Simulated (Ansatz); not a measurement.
# Changed inputs in constrained RPA: RbNdSe2 (R-3m)

What does U in RbNdSe2 (R-3m) depend on besides the window?

Program: Ansatz 0.2.0. Level of theory: constrained RPA on LDA, plane waves, PAW. Results are calculated unless marked as measured.

## (1) The structure

It takes space group R-3m (No. 166, trigonal). The conventional cell has a = 4.323 Å, b = 4.323 Å, c = 23.670 Å, α = 90.00°, β = 90.00°, γ = 120.00°. Nearest to Rb lie 6 Se at 3.43 Å. Nearest to Nd lie 6 Se at 2.96 Å. Nearest to Se lie 3 Nd at 2.96 Å and 3 Rb at 3.43 Å. Farther neighbours and most contacts between anions are not listed.

The cell and positions come from the Crystallography Open Database and are kept as given unless a step says otherwise. The program's search for lower electronic states was switched off, so nothing shows that the state found is the lowest. Spin-orbit coupling is left out unless a step names it. The default PAW set here is soft_2. Its files were made with PBE.

## (2) Base: Nd f, bands v2 to c5, 4×4×4 mesh, medium accuracy

Constrained RPA screens the interaction with every transition except those inside the target bands, which a later many-body model would treat itself.

The input, input.yaml:

```yaml
crystal:
  lattice:
    - [3.53632918, 6.59322251, 3.53632918]
    - [3.53632918, 3.53632918, 6.59322251]
    - [6.59322251, 3.53632918, 3.53632918]
  atoms:
    - { symbol: Rb, position: [0.0, 0.0, 0.0] }
    - { symbol: Nd, position: [0.5, 0.5, 0.5] }
    - { symbol: Se, position: [0.23382, 0.23382, 0.23382] }
    - { symbol: Se, position: [0.76618, 0.76618, 0.76618] }
kpoints:
  mp_grid: { grid: [8, 8, 8] }
hamiltonian:
  xc: lda
scf:
  occupations: { method: gaussian, width: 0.08 }
  n_extra_bands: 21
  max_iter: 150
  lower_state_search: "off"
output:
  crpa:
    kmesh: [4, 4, 4]
    target_bands: [v2, c5]
    projections: [{ species: Nd, l: f, shell: 4 }]
  local_orbitals:
    kmesh: [8, 8, 8]
    orbitals: [{ species: Nd, l: f, shell: 4 }]
    window: { bands: [v2, c5] }
    seedname: lo
```

Command:

```
ansatz run input.yaml --threads 4 --pin off --max-ram 9216MiB --backend cpu --events-out ev --progress --plain --runs-dir out
```

Numbers of over 12 decimals in the logs are rounded to 6 here.

What it wrote:

```text
Nd: projections on atomic orbitals take those of the free atom [Kr 4d10] 4f4 5s2 5p6 5d0 6s2, of charge +0.00 (hamiltonian.pseudopotentials.projection_atoms); the dataset's partial waves leave at most 1.1e-3 of an orbital's norm unspanned inside its sphere
scf.n_extra_bands = 21 over 28 filled bands (N_el = 55.0): the run solves 49 bands
Engine: ansatz 0.2.0, aarch64-unknown-linux-gnu
Pseudopotentials: kind: paw
Pseudopotential: Rb, paw, valence charge 9, recommended cutoff 420 eV (normal), Rb.paw.azcp
Pseudopotential: Nd, paw, valence charge 14, recommended cutoff 420 eV (normal), Nd.paw.azcp
Pseudopotential: Se, paw, valence charge 16, recommended cutoff 420 eV (normal), Se.paw.azcp
Functional definition: SPW92
  exchange = slater_x
  correlation = pw_c
Crystal: 4 atoms, lattice volume = 127.702 Å³
Basis set: ecut = 420 eV, 2475 PW (Γ)
Bands: 49, of which v1, the nominal top of the filled ones, is band 28 counted from 1 (27 counted from 0)
Symmetry: 12 space group operations
Space group: R-3m (ITA 166), of the structure as read, at distance tolerance 5.0e-5 Å
k-points: 65 of 512
Non-local potential: Rb, projectors of the file, l = 0: 3, l = 1: 2, l = 2: 2
Non-local potential: Nd, projectors of the file, l = 0: 3, l = 1: 2, l = 2: 2, l = 3: 3
Non-local potential: Se, projectors of the file, l = 0: 2, l = 1: 2, l = 2: 3, l = 3: 1
PAW form: soft (Blöchl's): semilocal exchange-correlation on the pseudo side does not see the compensation charge
PAW frozen core: Rb, regenerated for the run's functional, and the local potential with it (the file was generated under x = pbe(κ = 0.804, μ = 0.219515), c = pbe(β = 0.066725))
PAW frozen core: Nd, regenerated for the run's functional, and the local potential with it (the file was generated under x = pbe(κ = 0.804, μ = 0.219515), c = pbe(β = 0.066725))
PAW frozen core: Se, regenerated for the run's functional, and the local potential with it (the file was generated under x = pbe(κ = 0.804, μ = 0.219515), c = pbe(β = 0.066725))
PAW one-centre angular grid: Rb, 110 points (default); XC on 64 Gauss nodes
PAW one-centre angular grid: Nd, 590 points (default); XC on 64 Gauss nodes
PAW one-centre angular grid: Se, 590 points (default); XC on 64 Gauss nodes
Initial density: superposition of atomic densities (neutral atoms: chi_scale 0, normalization atom), corrected by the library's trained network
Initial wavefunctions: pseudopotential atomic-orbital guess
Functional: x = slater, c = lda
SCF iter   1: F=—  HF=-21086.183475 eV  |F-HF|=—  |Δ(HF+E_count)|=         —  Δρ=7.40e-3  dr2=5.64e-2  ethr=1.77e-3  ⟨swp⟩=5.5  Hψ=13323  notcnv=0  defer=402
preconditioner: auto → LDOS  [metal: Δε(μ)=0.001 eV  Ē_g=12.907 eV  σ=0.080 eV  W_gap=0.01  n_scr=28 (ndim 8)  ℏωp=18.3 eV  f_vac=0.075  D(μ)=51.04/eV (n_scr^D=1322)  β→1.0]
[...]
NSCF: frozen V_eff on 13 k-points
[...]
cRPA screening: q 1/64
cRPA screening: q 2/64
cRPA screening: q 8/64 (q-point 3)
cRPA screening: q 11/64 (q-point 6)
cRPA screening: q 17/64 (q-point 7)
cRPA screening: q 29/64 (q-point 8)
cRPA screening: q 35/64 (q-point 11)
cRPA screening: q 38/64 (q-point 22)
cRPA screening: q 40/64 (q-point 23)
cRPA screening: q 46/64 (q-point 24)
cRPA screening: q 52/64 (q-point 27)
cRPA screening: q 58/64 (q-point 28)
cRPA screening: q 64/64 (q-point 43)
SCF converged after 13 iterations
Free energy (F): -21086.174837 eV
Harris-Foulkes:  -21086.174837 eV  (|F-HF|=8.08e-10)
Internal energy: -21086.009469 eV  (E = F + TS)
E sigma→0 (E₀):  -21086.092153 eV
Entropy (-TS):   -0.165368 eV (-41.342 meV/atom)
Fermi energy:    7.714363 eV
--- Per-component energies (eV) ---
  E_band       = -907.503377
  E_kinetic    = 794.619139
  E_local      = -7221.706220  (includes V_loc(G=0)·N_el)
  E_nonlocal   = -952.247773
  E_hartree    = 3344.122206
  E_xc         = -561.053098
  E_vxc        = -578.076516  (∫ρ·V_xc dr)
  E_paw        = -11792.019076  (= ΣΔE_a)
  E_vpaw       = 361.672246  (= ΣTr[D̂ρ^β])
  E_aug_tail   = -0.001242  (compensation charges beyond the density's cutoff)
  E_ewald      = -4703.140799
  E_core_change = 5.417393  (= ΣΔE_core)
  E_smearing   = -0.165368  (= −TS)
  E_closure    = -0.000000  (closes the sum)
  Σ components = -21086.174837   (vs F -21086.174837, Δ=0.00e0)
--- Band table (eV; the first three rows and the last of 65) ---
  k-point 0: bands = [... 24 lower, 6.2064, 6.2064, 7.7070, 7.7577, 7.7577, 7.8314, 8.1732, 8.2216, ... 17 higher]
  k-point 1: bands = [... 24 lower, 6.0255, 6.1171, 7.7126, 7.7550, 7.7558, 7.8224, 7.9923, 8.1113, ... 17 higher]
  k-point 2: bands = [... 24 lower, 5.9339, 6.0175, 7.7209, 7.7417, 7.7524, 7.7933, 7.8299, 7.9763, ... 17 higher]
  k-point 64: bands = [... 24 lower, 6.1132, 6.1132, 7.6915, 7.7559, 7.7559, 7.8313, 7.9701, 8.1705, ... 17 higher]
--- cRPA (band scheme, projected local orbitals): target bands 27..33 (1-based), 7 Wannier function(s), 4×4×4 mesh, 66 bands' worth read of 71 solved, ecut_chi 136.0 eV, v(q+G=0) probe_charge, pair densities all_electron ---
  bands read: the sum over 66 bands ends inside a degenerate multiplet in 2 slots, whose members it reads at an even weight; the widest, k=0: bands 66 to 67 (counted from 1) at 1/2 each
  χ-basis size per q: N_G = 441..474
  window electrons = 3.0000, filled by tetrahedron_uncorrected; constrained ε̄⁻¹(q = 0, 0) head = 0.180682; min gauge Gram eig = 0.7365
  Kanamori averages over each shell's own Wannier functions (sites counted from 0, functions from 1):
    Site 1, 4F, 7 of 7 f orbitals (Wannier functions 1, 2, 3, 4, 5, 6, 7; wannier90's mr 1, 2, 3, 4, 5, 6, 7):
      screened: U = 3.9874 eV, U' = 2.9453 eV, J = 0.5052 eV
      screened f-shell averages: U_bar = F0 = 3.0942 eV, J_bar = 0.6540 eV
      screened, to within: U = 1.1e-2 eV, U' = 1.1e-2 eV, J = 1.1e-3 eV
      screened f-shell averages, to within: U_bar = 8.6e-3 eV, J_bar = 1.4e-3 eV
      bare: V = 24.5846 eV, V' = 23.1673 eV, J = 0.6589 eV
      bare f-shell averages: V_bar = F0 = 23.3698 eV, J_bar = 0.8614 eV
  Hermiticity witness max|P − P†| over intra, direct and exchange elements: 2.13e-14 eV (screened), 7.11e-15 eV (bare)
  Reality witness max|Im| over intra, direct and exchange elements: 9.07e-13 eV (screened), 1.31e-17 eV (bare)
```

Run time: 18 min. Hardware: 4 threads of Arm Neoverse V1, shared host; peak memory 1.6 GiB.

Numbers from this step:

| Item | Value |
| --- | --- |
| U | 3.987 eV |
| U prime (inter-orbital) | 2.945 eV |
| J | 0.5052 eV |
| bare V | 24.58 eV |
| bare J | 0.6589 eV |
| stated bound on U | 0.01035 eV |
| U over bare V | 0.1622 |
| electrons in the window | 3.000 |
| head of the constrained inverse dielectric matrix | 0.1807 |
| least eigenvalue of the projection's overlap | 0.7365 |
| target functions | 7 |
| bands in the sums | 66 |
| r.m.s. miss of the model bands | 0.001771 eV |
| width of the target bands | 0.5302 eV |
| weight of the projected orbitals in the window | 0.9414 |

On the Nd f shell, screening brings the on-site interaction from 24.6 eV down to U = 3.99 eV.

## (3) Changed: 2×2×2 mesh

input.yaml: that of step 2 with these lines changed.

```diff
@@ -21,9 +21,4 @@
   crpa:
-    kmesh: [4, 4, 4]
+    kmesh: [2, 2, 2]
     target_bands: [v2, c5]
     projections: [{ species: Nd, l: f, shell: 4 }]
-  local_orbitals:
-    kmesh: [8, 8, 8]
-    orbitals: [{ species: Nd, l: f, shell: 4 }]
-    window: { bands: [v2, c5] }
-    seedname: lo
```

What it wrote:

```text
[...]
Crystal: 4 atoms, lattice volume = 127.702 Å³
Basis set: ecut = 420 eV, 2475 PW (Γ)
Bands: 49, of which v1, the nominal top of the filled ones, is band 28 counted from 1 (27 counted from 0)
Symmetry: 12 space group operations
[...]
k-points: 65 of 512
[...]
SCF iter   1: F=—  HF=-21086.183475 eV  |F-HF|=—  |Δ(HF+E_count)|=         —  Δρ=7.40e-3  dr2=5.64e-2  ethr=1.77e-3  ⟨swp⟩=5.5  Hψ=13323  notcnv=0  defer=402
[...]
SCF iter  13: F=-21086.174837 eV  HF=-21086.174837 eV  |F-HF|=8.08e-10  |Δ(HF+E_count)|=   1.17e-8  Δρ=6.85e-6  dr2=5.82e-8  ethr=1.82e-10  ⟨swp⟩=9.5  Hψ=15042  notcnv=0
SCF 1 converged in 13 iterations: F = -21086.174837 eV  dr2 = 5.82e-8
[...]
NSCF: frozen V_eff on 4 k-points
[...]
cRPA screening: q 1/8
cRPA screening: q 2/8
cRPA screening: q 5/8 (q-point 4)
cRPA screening: q 8/8
SCF converged after 13 iterations
Free energy (F): -21086.174837 eV
[...]
Internal energy: -21086.009469 eV  (E = F + TS)
E sigma→0 (E₀):  -21086.092153 eV
Entropy (-TS):   -0.165368 eV (-41.342 meV/atom)
Fermi energy:    7.714363 eV
[...]
--- Band table (eV; the first three rows and the last of 65) ---
  k-point 0: bands = [... 24 lower, 6.2064, 6.2064, 7.7070, 7.7577, 7.7577, 7.8314, 8.1732, 8.2216, ... 17 higher]
  k-point 1: bands = [... 24 lower, 6.0255, 6.1171, 7.7126, 7.7550, 7.7558, 7.8224, 7.9923, 8.1113, ... 17 higher]
  k-point 2: bands = [... 24 lower, 5.9339, 6.0175, 7.7209, 7.7417, 7.7524, 7.7933, 7.8299, 7.9763, ... 17 higher]
  k-point 64: bands = [... 24 lower, 6.1132, 6.1132, 7.6915, 7.7559, 7.7559, 7.8313, 7.9701, 8.1705, ... 17 higher]
[...]
χ-basis size per q: N_G = 441..474
[...]
screened: U = 3.9455 eV, U' = 2.9120 eV, J = 0.4995 eV
      screened f-shell averages: U_bar = F0 = 3.0596 eV, J_bar = 0.6472 eV
      screened, to within: U = 1.3e-2 eV, U' = 1.3e-2 eV, J = 1.1e-3 eV
      screened f-shell averages, to within: U_bar = 1.1e-2 eV, J_bar = 1.4e-3 eV
      bare: V = 24.6568 eV, V' = 23.2371 eV, J = 0.6597 eV
      bare f-shell averages: V_bar = F0 = 23.4399 eV, J_bar = 0.8625 eV
[...]
```

Wall time 72 s (4 threads); peak memory 1.4 GiB.

Numbers from this step:

```yaml
u: 3.945 eV
u_prime_inter_orbital: 2.912 eV
j: 0.4995 eV
bare_v: 24.66 eV
bare_j: 0.6597 eV
stated_bound_on_u: 0.01259 eV
u_over_bare_v: 0.1600
electrons_in_the_window: 3.000
head_of_the_constrained_inverse_dielectric_matrix: 0.1646
least_eigenvalue_of_the_projection_s_overlap: 0.7365
target_functions: 7
bands_in_the_sums: 66
width_of_the_target_bands: 0.5302 eV
weight_of_the_projected_orbitals_in_the_window: 0.9414
```

On the Nd f shell, screening brings the on-site interaction from 24.7 eV down to U = 3.95 eV.

## (4) Side by side

Times are wall times on 4 threads of Arm Neoverse V1, shared host, good to a factor of about two.

| run | bare V (eV) | U (eV) | J (eV) | bound on U (eV) | width (eV) | time |
| --- | --- | --- | --- | --- | --- | --- |
| target window | 24.58 | 3.987 | 0.505 | 0.0103 | 0.53 | 18 min |
| 2×2×2 mesh | 24.66 | 3.945 | 0.500 | 0.0126 | 0.53 | 72 s |

## (5) What came out

```json
{
  "target window": "U 3.99 eV, J 0.51 eV",
  "2×2×2 mesh": "U 3.95 eV, J 0.50 eV"
}
```

What this shows: 2×2×2 mesh moves U by −0.04 eV at 0.067 times the time. The printed bound covers the solver alone, not the mesh, and no denser mesh than the base was run. The parent state is non-magnetic and the interaction static (zero frequency); U depends on the window and the orbitals, so it belongs to this model alone.

[Paths, hosts, dates, memory and timing lines, banners, echoed tables and standing remarks are left out of the program output.]

[Logs are printed without paths, hosts, clocks, repeated set-up lines and the standing remarks that a program may print on its own settings, such as how far it seeks lower states.]

[Runs of the session that timed out or met a known fault of the program may be left out.]

[Hosts, paths, dates, database ids (printed as entryN), source tags and the programs' standing remarks are cut or masked in the printed files.]
